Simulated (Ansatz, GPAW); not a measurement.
# A 2-layer slab of Rh(111): work function by functional and basis, part 2 of 2

Wanted: work functions and dipole of a 2-layer slab of Rh(111), with the cost of each level.

GPAW 26.7.0 and Ansatz 0.2.0; GPAW, PAW setups; slab in vacuum (the session's first sound run).

So far, upper work function (eV): step 2 (relaxing the atoms, PBE, GPAW) 5.16; step 6 (self-consistent run: xc = "LDA") 5.54; step 7 (self-consistent run: xc = "vdW-DF2", GPAW, PAW setups, GPAW) 5.45; step 8 (real-space grid: mode = "fd", PBE, GPAW) 5.17; step 9 (atomic orbitals: mode = "lcao", PBE, GPAW) 5.19.

## Step 11: A second plane-wave code

A second program with its own datasets checks the number independently.

This step: Ansatz plane waves; slab in vacuum with a dipole correction (Ansatz 0.2.0).

Input file input.yaml:

```yaml
crystal:
  lattice:
    - [2.6870057685, 0.0, 0.0]
    - [1.3435028843, 2.3270152556, 0.0]
    - [0.0, 0.0, 20.1939310229]
  atoms:
    - { symbol: Rh, position: [0.6666689943, 0.666665161, 0.4456784561] }
    - { symbol: Rh, position: [0.0, 0.0, 0.5528073956] }
kpoints:
  mp_grid: { grid: [13, 13, 1] }
hamiltonian:
  xc: pbe
scf:
  occupations: { method: fermi_dirac, width: 0.1 }
efield:
  axis: 3
  dipole_correction: true
  ramp_width: 0.05
output:
  forces: true
  write_potential: true
  write_density: true
  volumetric_format: npy
  elf: true
```

Run with:

```bash
$ ansatz run input.yaml --threads 2 --pin off --max-ram 4096MiB --backend cpu --events-out ev --progress --plain --runs-dir out
```

Numbers of over 12 decimals in the logs are rounded to 6 here.

Output:

```text
Warning: the atoms were moved onto the symmetric positions of the space group found under crystal.symmetry.tolerance 1.0e-5 (fractional; no operation is sought that the atoms, as they stand in a round, miss by more than twice it, and no atom is moved by as much as it), and the run uses the moved positions. Before a round's move an operation carried an atom to 5.15e-6 Å from where it should land, the largest such dist [...]
Engine: ansatz 0.2.0, aarch64-unknown-linux-gnu
Pseudopotentials: kind: paw
Pseudopotential: Rh, paw, valence charge 17, recommended cutoff 420 eV (normal), Rh.paw.azcp
Functional definition: PBE
  parameter kappa = 0.804
  parameter beta = 0.066725
  exchange = pbe_x(kappa = kappa, mu = beta*pi^2/3)
  correlation = pbe_c(beta = beta)
Crystal: 2 atoms, lattice volume = 126.267 Å³
Basis set: ecut = 420 eV, 2497 PW (Γ), exchange–correlation on 36×36×270 points (8 copies of the dense FFT grid, shifted against one another)
Bands: 21, of which v1, the nominal top of the filled ones, is band 17 counted from 1 (16 counted from 0)
Symmetry: 6 space group operations
k-points: 21 of 169 (time reversal used)
Non-local potential: Rh, projectors of the file, l = 0: 3, l = 1: 2, l = 2: 2, l = 3: 1
PAW form: soft (Blöchl's): semilocal exchange-correlation on the pseudo side does not see the compensation charge
PAW one-centre angular grid: Rh, 590 points (default); XC on 64 Gauss nodes
Initial density: superposition of atomic densities (neutral atoms: chi_scale 0, normalization atom), corrected by the library's trained network
Initial wavefunctions: pseudopotential atomic-orbital guess
Functional: x = pbe(κ = 0.804, μ = 0.219515), c = pbe(β = 0.066725)
SCF iter   1: F=—  HF=-12804.257020 eV  |F-HF|=—  |Δ(HF+E_count)|=         —  Δρ=5.98e-3  dr2=1.34e-2  ethr=1.77e-3  p=-0.000 e·Å  D=-1.56e-6 V/Å  ΔV_dip=0.00 eV  dr2_dipole=4.66e-8  V_vac-E_F(+/−)=4.97/4.97 eV  ⟨swp⟩=7.2  Hψ=2218  notcnv=0
efield: sawtooth ramp at fractional position 0.9742 (placed from the atoms, in the widest stretch of the axis that holds none; the zero of the levels goes with the place), width 0.0500; the density the first Hamiltonian is built on has a dipole p = -0.000 e·Å; the dipole correction subtracts the counter field D = -1.56e-6 V/Å, which shifts the + side's vacuum level by +0.00 eV against the − side's; the planar-averaged density in the ramp window peaks in size at 6.6e-6 e/Å³
preconditioner: auto → LDOS  [metal: Δε(μ)=0.028 eV  Ē_g=5.586 eV  σ=0.100 eV  W_gap=0.07  n_scr=14 (ndim 8)  ℏωp=14.0 eV  f_vac=0.699  D(μ)=4.06/eV (n_scr^D=14)  β→1.0]
SCF iter   2: F=—  HF=-12804.262008 eV  |F-HF|=—  |Δ(HF+E_count)|=   4.99e-3  Δρ=3.66e-3  dr2=1.78e-2  ethr=3.96e-5  p=-0.000 e·Å  D=-1.54e-5 V/Å  ΔV_dip=0.00 eV  dr2_dipole=4.80e-9  V_vac-E_F(+/−)=5.21/5.21 eV  ⟨swp⟩=3.1  Hψ=1267  notcnv=0
SCF iter   3: F=—  HF=-12804.258360 eV  |F-HF|=—  |Δ(HF+E_count)|=   3.65e-3  Δρ=9.62e-4  dr2=2.64e-3  ethr=3.96e-5  p=0.000 e·Å  D=5.83e-6 V/Å  ΔV_dip=-0.00 eV  dr2_dipole=1.34e-8  V_vac-E_F(+/−)=5.17/5.17 eV  ⟨swp⟩=2.6  Hψ=817  notcnv=0
SCF iter   4: F=—  HF=-12804.257807 eV  |F-HF|=—  |Δ(HF+E_count)|=   5.53e-4  Δρ=3.83e-4  dr2=6.29e-5  ethr=7.75e-6  p=-0.000 e·Å  D=-1.92e-6 V/Å  ΔV_dip=0.00 eV  dr2_dipole=3.66e-9  V_vac-E_F(+/−)=5.18/5.18 eV  ⟨swp⟩=2.0  Hψ=637  notcnv=0
SCF iter   5: F=—  HF=-12804.257769 eV  |F-HF|=—  |Δ(HF+E_count)|=   3.83e-5  Δρ=6.68e-5  dr2=2.99e-6  ethr=1.85e-7  p=-0.000 e·Å  D=-9.94e-7 V/Å  ΔV_dip=0.00 eV  dr2_dipole=3.26e-9  V_vac-E_F(+/−)=5.19/5.19 eV  ⟨swp⟩=2.6  Hψ=807  notcnv=0
SCF iter   6: F=—  HF=-12804.257770 eV  |F-HF|=—  |Δ(HF+E_count)|=   1.77e-6  Δρ=1.43e-5  dr2=1.45e-7  ethr=8.79e-9  p=-0.000 e·Å  D=-6.86e-7 V/Å  ΔV_dip=0.00 eV  dr2_dipole=6.74e-10  V_vac-E_F(+/−)=5.19/5.19 eV  ⟨swp⟩=2.5  Hψ=912  notcnv=0
SCF iter   7: F=-12804.257770 eV  HF=-12804.257770 eV  |F-HF|=2.71e-9  |Δ(HF+E_count)|=   4.25e-9  Δρ=3.77e-6  dr2=1.22e-8  ethr=2.94e-10  p=-0.000 e·Å  D=-1.06e-6 V/Å  ΔV_dip=0.00 eV  dr2_dipole=1.03e-10  V_vac-E_F(+/−)=5.19/5.19 eV  ⟨swp⟩=14.0  Hψ=3938  notcnv=0
SCF 1 converged in 7 iterations: F = -12804.257770 eV  dr2 = 1.22e-8
  greatest PAW one-centre occupation: 1.000 electrons in one spin orbital (limit 2), on the Rh atom at site 0 (counted from 0), in its partial waves of l = 0
WARN: The output density's exchange-correlation potential varies sharply where the density is thin. Do not read a vacuum level from v_tot or v_xc, or from such a field of the output density. On a cell that repeats whose density bears no net charge and no dipole along the vacuum's axis use v_es (v_loc + v_h of the components); under efield.dipole_correction with no amplitude use v_es + v_field, which holds any externa [...]
SCF converged after 7 iterations
Free energy (F): -12804.257770 eV
Harris-Foulkes:  -12804.257770 eV  (|F-HF|=2.71e-9)
Internal energy: -12804.126701 eV  (E = F + TS)
E sigma→0 (E₀):  -12804.192236 eV
Entropy (-TS):   -0.131069 eV (-65.535 meV/atom)
Fermi energy:    0.832300 eV
Dipole field:    D = -0.000018 V/Å  (p = -0.000013 e·Å, saw-weighted, corrected)
Work function:   Φ+ = 5.1884 eV   Φ− = 5.1881 eV
Levels:          The Fermi level and band energies are counted from a zero that moves with the ramp; work functions are not
--- Per-component energies (eV) ---
  E_band       = -886.994580
  E_kinetic    = 1143.000755
  E_local      = -39506.940550  (includes V_loc(G=0)·N_el)
  E_nonlocal   = 712.138429
  E_hartree    = 18930.780987
  E_xc         = -440.832939
  E_vxc        = -552.989405  (∫ρ·V_xc dr)
  E_paw        = -7174.809710  (= ΣΔE_a)
  E_vpaw       = -543.763115  (= ΣTr[D̂ρ^β])
  E_aug_tail   = 0.001708  (compensation charges beyond the density's cutoff)
  E_efield     = 0.000000  (sawtooth field / dipole correction)
  E_vefield    = 0.000000  (∫n·V_field dr)
  E_ewald      = 13532.534618
  E_smearing   = -0.131069  (= −TS)
  E_closure    = -0.000000  (closes the sum)
  Σ components = -12804.257770   (vs F -12804.257770, Δ=0.00e0)
--- Forces (eV/Å), atoms counted from 1 ---
  atom   1  Rh    -0.00000000    -0.00000000     0.09247072
  atom   2  Rh     0.00000000     0.00000000    -0.09245951
  max |Σ_I F_I| component: 1.12e-5 eV/Å
--- Band table (eV; the first three rows and the last of 21) ---
  k-point 0: bands = [... 13 lower, -1.5739, -1.5739, -0.0683, 0.2112, 0.2112, 1.1975, 1.1975, 2.0470]
  k-point 1: bands = [... 13 lower, -1.6031, -1.4405, -0.4405, 0.1533, 0.4674, 0.7240, 1.2077, 2.8454]
  k-point 2: bands = [... 13 lower, -1.1927, -1.0702, -0.8998, -0.0981, 0.0512, 1.2203, 1.2824, 4.0106]
  k-point 20: bands = [... 13 lower, -1.4055, -1.3470, 0.1409, 0.7536, 1.0528, 7.2961, 8.7718, 9.5521]
```

Wall time 2.8 s (2 threads of Arm Neoverse V2, shared host); peak memory 0.39 GiB.

This step gave:

* free energy: -12804.2578 eV
* smearing term TS: 0.1311 eV
* symmetry operations: 6
* upper work function: 5.188 eV
* lower work function: 5.188 eV
* dipole along the normal: -1.27e-5 e·Å
* dipole field: -1.82e-5 V/Å
* vacuum level above: 6.021 eV
* vacuum level below: 6.020 eV

The electrostatic potential energy of an electron (with the applied field's), less the Fermi level, planar mean by z:

z (Å), electrostatic potential energy of an electron (with the applied field's), less the Fermi level, planar mean (eV) and a bar from the least value:
```
        0        5.2 ##############################
        1        5.2 ##############################
        2        5.2 ##############################
        3        5.2 ##############################
        4        5.2 ##############################
        5        5.2 ##############################
        6        5.2 ##############################
        7        4.9 ##############################
        8        0.5 #########################
        9      -26.0 
       10       -1.1 ########################
       11      -24.5 #
       12       -2.7 ######################
       13        4.7 ##############################
       14        5.2 ##############################
       15        5.2 ##############################
       16        5.2 ##############################
       17        5.2 ##############################
       18        5.2 ##############################
       19        5.2 ##############################
       20        5.2 ##############################
```

The valence density, planar mean by z:

```csv
z (Å),"valence density, planar mean (e/Å³)"
5,6.1e-5
6,8.5e-4
7,0.0122
8,0.207
9,2.48
10,0.359
11,2.30
12,0.363
13,0.0188
14,0.00132
15,9.2e-5
```

Force by atom:

```csv
atom,x (eV/Å),y (eV/Å),z (eV/Å),size
Rh1,0.0000,0.0000,0.0925,0.0925
Rh2,0.0000,0.0000,-0.0925,0.0925
```

Electrostatic potential energy in the ca plane at fractional y = 0.667, with atoms of Rh within 0.2 Å of it. With pseudopotentials it is smooth inside the atoms' cores, unlike the true potential.

Ten even steps from '0' (-53 eV) to '9' (6 eV), each cell a mean:
```
99999999999999999999998411488877899999999999
99999999999999999999996100068989999999999999
99999999999999999999996000058999999999999999
99999999999999999999997100168988999999999999
99999999999999999999998522588877899999999999
99999999999999999999999877898755799999999999
99999999999999999999999988998633689999999999
99999999999999999999999877898755799999999999
```
Columns run along c (16.0 Å, from fractional 0.01 to 0.80 of the cell; values clipped at the 3rd and 97th percentile), rows up along a (2.7 Å). Atoms in or near the plane, at fractional coordinates: Rh at (0.45, 0.67).

Valence density in the ca plane at fractional y = 0.667, with atoms of Rh within 0.2 Å of it. It is the smooth field of the valence electrons, not physical close to the nuclei.

Values in units of 1e0 e/Å³, 5 rows by 16 columns, each cell a mean:
```
0.0 0.0 0.0 0.0 0.0 0.0 0.0 0.1 2.6 3.9 0.4 0.4 0.1 0.0 0.0 0.0
0.0 0.0 0.0 0.0 0.0 0.0 0.0 0.1 5.4 8.1 0.4 0.3 0.1 0.0 0.0 0.0
0.0 0.0 0.0 0.0 0.0 0.0 0.0 0.1 2.5 3.7 0.4 0.4 0.1 0.0 0.0 0.0
0.0 0.0 0.0 0.0 0.0 0.0 0.0 0.0 0.4 0.5 0.6 1.2 0.1 0.0 0.0 0.0
0.0 0.0 0.0 0.0 0.0 0.0 0.0 0.0 0.4 0.5 0.6 1.3 0.1 0.0 0.0 0.0
```
Columns run along c (16.0 Å, from fractional 0.01 to 0.80 of the cell), rows up along a (2.7 Å). Atoms in or near the plane, at fractional coordinates: Rh at (0.45, 0.67).

ELF in the ca plane at fractional y = 0.667, with atoms of Rh within 0.2 Å of it. It is the smooth field of the valence electrons, not physical close to the nuclei.

Ten even steps from '0' (0.00) to '9' (0.77), each cell a mean:
```
00000000000000000000113577533233332110000000
00000000000000000000114899843333332110000000
00000000000000000000114899843333332110000000
00000000000000000000113799743323332110000000
00000000000000000000122466433233322110000000
00000000000000000001123333222345322100000000
00000000000000000001123333232455422100000000
00000000000000000000122333222344322100000000
```
Columns run along c (16.0 Å, from fractional 0.01 to 0.80 of the cell), rows up along a (2.7 Å). Atoms in or near the plane, at fractional coordinates: Rh at (0.45, 0.67).

The upper face's work function is 5.188 eV, against 5.166 eV in the first plane-wave PBE run at this geometry.

## Step 12: Side by side

Results and costs are gathered.

This step: comparison of work functions, dipole and cost (GPAW 26.7.0).

Ladder, by row:

```csv
step,code,"work function, upper (eV)","work function, lower (eV)",dipole (e Å),wall time (s),peak memory (GiB),threads
pw,GPAW,5.166,5.166,-5.97e-5,18.03,0.17,2
RPBE,GPAW,4.997,4.997,-4.82e-5,17.9,0.17,2
LDA,GPAW,5.543,5.543,-6.26e-5,17.39,0.16,2
vdW-DF2,GPAW,5.454,5.453,-7.57e-5,23.11,0.27,2
fd,GPAW,5.165,5.165,-7.63e-5,69.05,0.34,2
lcao,GPAW,5.186,5.186,-7.00e-5,177.7,0.22,2
ansatz,Ansatz,5.188,5.188,-1.27e-5,2.84,0.386,2
```

## Step 13: Summary of results

* work function, both faces: 5.17 eV
* dipole along the normal: -6.0e-5 e Å, near the numerical noise

**Reading.** With plane waves and PBE the work function is 5.17 eV on the upper face and 5.17 eV on the lower. Over the sound runs of the table the upper face's work function spans 4.997 (RPBE) to 5.543 eV (LDA). The two plane-wave codes differ by 0.023 eV on the upper face. The runs had no spin polarisation, so a magnetic state, which thin layers of d-metal atoms can have, wasn't tested. The slab is only 2.2 Å thick between its outer nuclei, so the values belong to this film more than to the surface of the bulk metal. The in-plane lattice was kept as typed, which isn't the functional's own and leaves some strain; spin-orbit coupling and temperature are left out.

[Logs are printed without paths, hosts, clocks, repeated set-up lines and the standing remarks that a program may print on its own settings, such as how far it seeks lower states.]

[Hosts, paths, dates, database ids (printed as entryN), source tags and the programs' standing remarks are cut or masked in the printed files.]
